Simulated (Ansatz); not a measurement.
# Ba2MgBr6: complex band structure

Aim: relax a made-up compound, Ba2MgBr6, and see how good a tunnel barrier it would be. It is built by putting Br for F, Mg for Zn in the Ba2ZnF6 structure of space group I4/mmm, with the volume rescaled by atomic radii. The parent structure comes from the Materials Project.

Calculated with Ansatz 0.2.0; PBEsol DFT, plane waves, PAW files, in the first sound run; inputs show where later runs differ.

Report form: the programs' logs are mostly left out.

The structure was built from a prototype and need not be the compound's stable phase.

### Step 1. The starting structure

It takes space group I4/mmm (No. 139, tetragonal). The conventional cell has a = 5.006 Å, b = 5.006 Å, c = 19.471 Å, α = 90.00°, β = 90.00°, γ = 90.00°. Nearest to Ba lie 12 Br at 3.15 to 3.87 Å. Mg has 6 Br at 2.35 to 2.50 Å nearest. Br has 1 Mg at 2.35 Å and 4 Ba at 3.59 Å nearest. Br has 2 Mg at 2.50 Å and 4 Ba at 3.87 Å nearest. Br has 4 Ba at 3.15 Å nearest. It derives from Ba2ZnF6. Br for F, Mg for Zn in the Ba2ZnF6 structure of space group I4/mmm. Farther neighbours and most contacts between anions are not listed.

### Step 2. Relaxing the new crystal

The substituted atoms don't fit the parent's cell, so cell and atoms relax together. A small smearing keeps the run stable in case the gap closes on the way.

Contents of input.yaml:

```yaml
crystal:
  lattice:
    - [-2.5028004318, 2.5028004318, 9.7354298371]
    - [2.5028004318, -2.5028004318, 9.7354298371]
    - [2.5028004318, 2.5028004318, -9.7354298371]
  atoms:
    - { symbol: Ba, position: [0.848186, 0.848186, 0.0] }
    - { symbol: Ba, position: [0.151814, 0.151814, 0.0] }
    - { symbol: Mg, position: [0.5, 0.5, 0.0] }
    - { symbol: Br, position: [0.620636, 0.620636, 0.0] }
    - { symbol: Br, position: [0.379364, 0.379364, 0.0] }
    - { symbol: Br, position: [0.5, 0.0, 0.5] }
    - { symbol: Br, position: [0.25, 0.75, 0.5] }
    - { symbol: Br, position: [0.75, 0.25, 0.5] }
    - { symbol: Br, position: [0.0, 0.5, 0.5] }
kpoints:
  mp_grid: { grid: [6, 6, 6] }
scf:
  occupations: { method: gaussian, width: 0.03 }
hamiltonian:
  xc: pbesol
output:
  forces: true
  stress: true
relax:
  f_tol: 0.02
  max_steps: 60
  cell: {}
```

Command:

```sh
ansatz run input.yaml --threads 2 --pin off --max-ram 4096MiB --backend cpu --events-out ev --progress --plain --runs-dir out
```

Wall time 56 s (2 threads of Arm Neoverse V2, shared host); peak memory 0.68 GiB; 1.9 min of CPU time.

Step by step:

| step | energy less that of the first step (eV) | largest force component (eV/Å) | pressure (GPa) | volume (Å³) |
| --- | --- | --- | --- | --- |
| 1 | 0.0000 | 1.7082 | 5.93 | 243.93 |
| 2 | -0.5617 | 0.5729 | -0.20 | 270.78 |
| 3 | -0.6431 | 0.1856 | 0.17 | 270.04 |
| 4 | -0.6572 | 0.0326 | 0.16 | 271.91 |
| 5 | -0.6603 | 0.0720 | -0.03 | 273.39 |
| 6 | -0.6615 | 0.0052 | -0.03 | 274.26 |
| 7* | -0.6639 | 0.0052 | -0.03 | 274.26 |

Relaxation steps marked * repeat the geometry before them on a plane-wave basis chosen anew for their cell, so energy and pressure can jump there.

Forces are held to the 16 operations that the run works with; a distortion that breaks them can't arise in this run.

```csv
"conventional cell, symmetrised",before,after,change
a (Å),5.006,5.207,+4.0 %
b (Å),5.006,5.207,+4.0 %
c (Å),19.471,20.232,+3.9 %
volume (Å³/atom),27.10,30.47,+12.4 %
```

The atoms that moved most (Å, as changes of fractional coordinates times the final cell):

| atom | dx | dy | dz | length |
| --- | --- | --- | --- | --- |
| Br5 | 0.000 | 0.000 | -0.119 | 0.119 |
| Br4 | 0.000 | 0.000 | 0.119 | 0.119 |
| Ba2 | 0.000 | 0.000 | 0.006 | 0.006 |
| Ba1 | 0.000 | 0.000 | -0.006 | 0.006 |

Numbers from this step:

```yaml
free_energy: -30073.2161 eV
fermi_energy: 6.370 eV
pressure: -0.03022 GPa
```

The largest force component on a free atom ends at 0.0052 eV/Å.

### Step 3. The bulk crystal and its band edges

The energy window and the wavevectors of the next steps follow from the band edges, so these are searched first, off the mesh as well.

Contents of input.yaml:

```yaml
crystal:
  lattice:
    - [-2.6034243179, 2.6034243179, 10.1160745846]
    - [2.6034243179, -2.6034243179, 10.1160745846]
    - [2.6034243179, 2.6034243179, -10.1160745846]
  atoms:
    - { symbol: Ba, position: [0.8479012514, 0.8479012514, 0.0] }
    - { symbol: Ba, position: [0.1520987486, 0.1520987486, 0.0] }
    - { symbol: Mg, position: [0.5, 0.5, 0.0] }
    - { symbol: Br, position: [0.6265100771, 0.6265100771, 0.0] }
    - { symbol: Br, position: [0.3734899229, 0.3734899229, 0.0] }
    - { symbol: Br, position: [0.5, 0.0, 0.5] }
    - { symbol: Br, position: [0.25, 0.75, 0.5] }
    - { symbol: Br, position: [0.75, 0.25, 0.5] }
    - { symbol: Br, position: [0.0, 0.5, 0.5] }
kpoints:
  mp_grid: { grid: [6, 6, 6] }
  band_path: { path: [VBM, CBM], npoints: 30 }
scf:
  occupations: { method: fixed }
hamiltonian:
  xc: pbesol
output:
  eigenvalues: true
  write_potential: true
  write_density: true
  volumetric_format: npy
  elf: true
```

Elapsed: 36 s, on 2 threads; peak memory 0.65 GiB.

Numbers from this step:

```yaml
free_energy: -30073.2163 eV
fermi_energy: 4.430 eV
gap_on_the_k_mesh: 3.880 eV
gap_on_path: 3.880 eV, by band count; negative where bands overlap
direct_gap_on_path: 4.003 eV
edge_places_on_path: 0, 0.8533 1/A along the path
```

Electronic bands along the path, in eV, zero at the Fermi level (highest filled level under fixed occupations); v1 is the highest filled band, c1 the lowest empty one:

| point | v4 | v3 | v2 | v1 | c1 | c2 | c3 | c4 |
| --- | --- | --- | --- | --- | --- | --- | --- | --- |
| VBM | -0.24 | -0.23 | -0.10 | 0.00 | 4.73 | 4.85 | 5.05 | 5.33 |
| halfway | -0.56 | -0.45 | -0.40 | -0.15 | 4.52 | 4.71 | 5.01 | 5.07 |
| CBM | -0.77 | -0.19 | -0.12 | -0.12 | 3.88 | 4.04 | 4.40 | 4.45 |

ELF in the ab plane of the cell as run, not the conventional one, at fractional z = 0.000, with atoms of Ba and Mg and Br within 0.2 Å of it. It is the smooth field of the valence electrons, not physical close to the nuclei.

Values, 13 rows by 16 columns, each cell a mean:
```
0.01 0.02 0.03 0.19 0.42 0.31 0.05 0.04 0.05 0.05 0.22 0.82 0.79 0.74 0.31 0.02
0.02 0.03 0.04 0.03 0.02 0.05 0.16 0.20 0.08 0.04 0.04 0.50 0.64 0.21 0.71 0.42
0.33 0.02 0.04 0.06 0.05 0.05 0.40 0.75 0.68 0.34 0.06 0.05 0.54 0.58 0.40 0.83
0.65 0.08 0.03 0.05 0.08 0.07 0.19 0.72 0.82 0.71 0.64 0.17 0.03 0.34 0.70 0.83
0.29 0.08 0.11 0.11 0.07 0.05 0.06 0.33 0.79 0.26 0.36 0.73 0.20 0.02 0.08 0.25
0.04 0.04 0.37 0.64 0.48 0.21 0.18 0.30 0.35 0.73 0.41 0.67 0.70 0.12 0.04 0.05
0.06 0.04 0.24 0.80 0.83 0.76 0.44 0.28 0.31 0.26 0.64 0.81 0.84 0.47 0.05 0.05
0.05 0.05 0.04 0.45 0.79 0.26 0.61 0.57 0.24 0.23 0.08 0.29 0.50 0.43 0.08 0.04
0.44 0.22 0.04 0.06 0.52 0.64 0.21 0.70 0.59 0.10 0.05 0.07 0.06 0.08 0.06 0.33
0.86 0.77 0.60 0.14 0.05 0.39 0.75 0.82 0.82 0.37 0.06 0.07 0.06 0.03 0.03 0.46
0.72 0.53 0.31 0.71 0.21 0.02 0.14 0.46 0.68 0.50 0.10 0.04 0.05 0.05 0.03 0.11
0.16 0.70 0.47 0.45 0.74 0.12 0.04 0.04 0.09 0.11 0.07 0.04 0.02 0.03 0.03 0.01
0.01 0.09 0.54 0.81 0.86 0.44 0.05 0.06 0.05 0.03 0.27 0.58 0.41 0.10 0.01 0.01
```
Columns run along a (10.8 Å), rows up along b (10.8 Å). Atoms in or near the plane, at fractional coordinates: Ba at (0.85, 0.85), Ba at (0.15, 0.15), Mg at (0.50, 0.50), Br at (0.63, 0.63), Br at (0.37, 0.37).

Valence density in the ab plane of the cell as run, not the conventional one, at fractional z = 0.000, with atoms of Ba and Mg and Br within 0.2 Å of it. It is the smooth field of the valence electrons, not physical close to the nuclei.

Ten steps, logarithmic in the rise over the least value, from '_' (0 e/Å³) to '@' (21 e/Å³), each cell a mean:
```
______________........__________________::--------..________
________________________________________..--======--::..____
__________________________________________::--==----==--..__
____________________________________________::==--::--==--..
..________________________........____________::--------==--
::________________________..::--::::..__________..--======--
::..______________________..::--------::..________..::------
....________________________..----------::..__________..::::
____________________________..::----..::--::..______________
______________________..----::..::----::----::..____________
__________..........__..==##%%++..::------==--::____________
__________..::::::::......**@@@@**....::------::..__________
____________..--------::..::**@@@@++......::::::..__________
____________..::----------::..==**++::______......__________
______________..----::::----::....::..______________________
....____________..----::::----::..________________________..
::::::..__________..::--------::..________________________..
--====--::..________..::--------::..______________________..
::========--..__________..::::::....______________________..
..--==--::----::____________........________________________
__..--==::::==--::__________________________________________
____..--==----==--..________________________________________
______..::--====--::..____________________..________________
__________..::----::..__________________..::::..____________
```
Columns run along a (10.8 Å), rows up along b (10.8 Å). Atoms in or near the plane, at fractional coordinates: Ba at (0.85, 0.85), Ba at (0.15, 0.15), Mg at (0.50, 0.50), Br at (0.63, 0.63), Br at (0.37, 0.37).

Electrostatic potential energy in the ab plane of the cell as run, not the conventional one, at fractional z = 0.000, with atoms of Ba and Mg and Br within 0.2 Å of it. With pseudopotentials it is smooth inside the atoms' cores, unlike the true potential.

Ten even steps from '0' (-60 eV) to '9' (10 eV), each cell a mean:
```
999999988889999999997655689999
999999999999999999998643357899
999999999999999999999753234689
999999999999999999999974322368
899999999999999999999997532346
799999999999999889999999854345
789999999999998623699999987655
889999999999999710038999999877
899999999988889850002799999999
999999999987657885000289999999
999999999998511588620169999999
999999988899730038986568999999
999999974358873004899989999999
999999983002688523789999999999
999999997100168877789999999999
889999999720016999889999999998
767899999984003899999999999988
644578999999755899999999999998
743345899999998999999999999998
863223579999999999999999999999
985322357999999999999999999999
998643335899999999999999999999
999875445789999999998899999999
999998766789999999988778899999
```
Columns run along a (10.8 Å; values clipped at the 3rd and 97th percentile), rows up along b (10.8 Å). Atoms in or near the plane, at fractional coordinates: Ba at (0.85, 0.85), Ba at (0.15, 0.15), Mg at (0.50, 0.50), Br at (0.63, 0.63), Br at (0.37, 0.37).

The searched edges give 3.88 eV, as on the mesh.

### Step 4. Complex bands

This step: PBEsol DFT, plane waves, PAW files; complex bands by layer matching along the plane's normal (Ansatz 0.2.0).

The same crystal is laid in a cell whose first two vectors span the (001) plane (indices of the standard conventional cell, whose axes can be ordered otherwise than in the bulk input). At fixed energy and wavevector in the plane the solver finds all kz, real and complex. A few wavevectors are listed, (0, 0), (-0.5, -0.5) and (0.5, 0) in units of the plane's reciprocal vectors; the slowest state needn't be among them.

Contents of input.yaml:

```yaml
crystal:
  lattice:
    - [5.206848636, 0.0, 0.0]
    - [0.0, 5.206848636, 0.0]
    - [2.603424318, 2.603424318, 10.116074585]
  atoms:
    - { symbol: Ba, position: [0.1520987486, 0.1520987486, 0.6958025028] }
    - { symbol: Ba, position: [0.8479012514, 0.8479012514, 0.3041974972] }
    - { symbol: Mg, position: [0.5, 0.5, 0.0] }
    - { symbol: Br, position: [0.3734899229, 0.3734899229, 0.2530201542] }
    - { symbol: Br, position: [0.6265100771, 0.6265100771, 0.7469798458] }
    - { symbol: Br, position: [0.0, 0.5, 0.0] }
    - { symbol: Br, position: [0.25, 0.75, 0.5] }
    - { symbol: Br, position: [0.75, 0.25, 0.5] }
    - { symbol: Br, position: [0.5, 0.0, 0.0] }
kpoints:
  mp_grid: { grid: [6, 6, 6] }
scf:
  occupations: { method: fixed }
hamiltonian:
  xc: pbesol
output:
  eigenvalues: true
  transmission:
    leads: [[0, 0]]
    kpoints: [[0.0, 0.0], [-0.5, -0.5], [0.5, 0.0]]
    e_range: [-1.0, 4.88]
    de: 0.15
```

Elapsed: 1.7 min, on 2 threads; peak memory 1 GiB; 2.8 min of CPU time.

This step gave:

```yaml
level_to_which_the_leads_are_filled: 1.940 eV from the Fermi level
decay_constant_at_the_filling_level_zone_centre: 0.2828 Å⁻¹
decay_constant_at_the_filling_level_slowest_listed_point: 0.2828 Å⁻¹
```

K parallel (0, 0); values up to 1.5 1/Å, a degenerate pair printed once or twice; energies at which all values exceed this have no row. Im kz of the slowest decaying states against energy, zero at the highest filled level on the SCF mesh:

| energy (eV) | decay 1 (Å⁻¹) | decay 2 (Å⁻¹) | decay 3 (Å⁻¹) | decay 4 (Å⁻¹) |
| --- | --- | --- | --- | --- |
| -1.00 | 0.0359 | 0.154 | 0.388 | 0.560 |
| -0.70 | 0.283 | 0.322 | 0.554 | 0.818 |
| -0.40 | 0.149 | 0.339 | 0.412 | 0.547 |
| -0.10 | 0.0935 | 0.113 | 0.371 | 0.429 |
| 0.05 | 0.148 | 0.284 | 0.382 | 0.432 |
| 0.20 | 0.182 | 0.367 | 0.390 | 0.435 |
| 0.50 | 0.228 | 0.401 | 0.444 | 0.466 |
| 0.80 | 0.256 | 0.405 | 0.451 | 0.499 |
| 1.10 | 0.273 | 0.403 | 0.456 | 0.482 |
| 1.40 | 0.283 | 0.397 | 0.458 | 0.463 |
| 1.70 | 0.286 | 0.387 | 0.441 | 0.456 |
| 2.00 | 0.283 | 0.372 | 0.417 | 0.451 |
| 2.15 | 0.279 | 0.363 | 0.404 | 0.448 |
| 2.45 | 0.268 | 0.342 | 0.374 | 0.438 |
| 2.75 | 0.251 | 0.314 | 0.339 | 0.424 |
| 3.05 | 0.227 | 0.279 | 0.298 | 0.403 |
| 3.35 | 0.192 | 0.233 | 0.246 | 0.339 |
| 3.65 | 0.138 | 0.166 | 0.174 | 0.255 |
| 3.95 | 0.115 | 0.329 | 0.481 | 0.650 |
| 4.25 | 0.00536 | 0.0623 | 0.289 | 0.334 |
| 4.55 | 0.0553 | 0.0748 | 0.0804 | 0.119 |
| 4.85 | 0.0704 | 0.0847 | 0.0952 | 0.125 |

K parallel (-0.5, -0.5); values up to 1.5 1/Å, a degenerate pair printed once or twice; energies at which all values exceed this have no row. Im kz of the slowest decaying states against energy, zero at the highest filled level on the SCF mesh:

| energy (eV) | decay 1 (Å⁻¹) | decay 2 (Å⁻¹) | decay 3 (Å⁻¹) | decay 4 (Å⁻¹) |
| --- | --- | --- | --- | --- |
| -1.00 | 0.210 | 0.825 | 1.15 | 1.22 |
| -0.55 | 0.0415 | 0.168 | 0.732 | 1.13 |
| -0.10 | 0.298 | 0.338 | 1.10 | 1.13 |
| 0.05 | 0.0911 | 0.360 | 0.653 | 1.10 |
| 0.20 | 0.177 | 0.378 | 0.723 | 1.09 |
| 0.65 | 0.297 | 0.416 | 0.817 | 1.05 |
| 1.10 | 0.358 | 0.437 | 0.854 | 0.997 |
| 1.55 | 0.393 | 0.447 | 0.869 | 0.945 |
| 2.00 | 0.410 | 0.447 | 0.870 | 0.892 |
| 2.30 | 0.413 | 0.442 | 0.856 | 0.866 |
| 2.75 | 0.406 | 0.426 | 0.799 | 0.852 |
| 3.20 | 0.386 | 0.399 | 0.739 | 0.811 |
| 3.65 | 0.350 | 0.357 | 0.675 | 0.765 |
| 3.95 | 0.315 | 0.317 | 0.628 | 0.733 |
| 4.40 | 0.222 | 0.235 | 0.549 | 0.683 |
| 4.85 | 0.0188 | 0.0230 | 0.449 | 0.628 |

K parallel (0.5, 0); values up to 1.5 1/Å, a degenerate pair printed once or twice; energies at which all values exceed this have no row. Im kz of the slowest decaying states against energy, zero at the highest filled level on the SCF mesh:

| energy (eV) | decay 1 (Å⁻¹) | decay 2 (Å⁻¹) | decay 3 (Å⁻¹) | decay 4 (Å⁻¹) |
| --- | --- | --- | --- | --- |
| -1.00 | 0.158 | 0.261 | 0.280 | 0.953 |
| -0.70 | 0.0827 | 0.145 | 0.306 | 0.924 |
| -0.40 | 0.167 | 0.306 | 0.332 | 0.893 |
| -0.10 | 0.238 | 0.382 | 0.429 | 0.859 |
| 0.05 | 0.327 | 0.407 | 0.456 | 0.841 |
| 0.20 | 0.383 | 0.428 | 0.478 | 0.822 |
| 0.50 | 0.459 | 0.483 | 0.490 | 0.782 |
| 0.80 | 0.481 | 0.528 | 0.739 | 1.21 |
| 1.10 | 0.495 | 0.563 | 0.691 | 1.17 |
| 1.40 | 0.505 | 0.592 | 0.640 | 1.14 |
| 1.70 | 0.510 | 0.603 | 0.612 | 1.10 |
| 2.00 | 0.511 | 0.593 | 0.606 | 1.07 |
| 2.15 | 0.510 | 0.582 | 0.605 | 1.05 |
| 2.45 | 0.506 | 0.560 | 0.603 | 1.01 |
| 2.75 | 0.499 | 0.534 | 0.597 | 0.970 |
| 3.05 | 0.488 | 0.506 | 0.588 | 0.929 |
| 3.35 | 0.474 | 0.475 | 0.551 | 0.597 |
| 3.65 | 0.442 | 0.457 | 0.519 | 0.593 |
| 3.95 | 0.405 | 0.435 | 0.480 | 0.584 |
| 4.25 | 0.361 | 0.407 | 0.429 | 0.571 |
| 4.55 | 0.306 | 0.354 | 0.373 | 0.554 |
| 4.85 | 0.214 | 0.329 | 0.531 | 0.661 |

At the listed wavevectors the last open channel is at -0.10 eV and the next at +3.95 eV on the grid. At +2.00 eV, the grid energy nearest the filling level (the middle of the gap on the SCF mesh), the slowest state at the listed wavevectors decays with κ = 0.283 Å⁻¹, its amplitude falling by e over 3.5 Å. Through 1 nm of this crystal that state's transmission falls by exp(−2 × 0.283 Å⁻¹ × 10 Å) = 0.0035.

(Part 1 of 2 ends here.)

[Logs are printed without paths, hosts, clocks, repeated set-up lines and the standing remarks that a program may print on its own settings, such as how far it seeks lower states.]

[Hosts, paths, dates, database ids (printed as entryN), source tags and the programs' standing remarks are cut or masked in the printed files.]
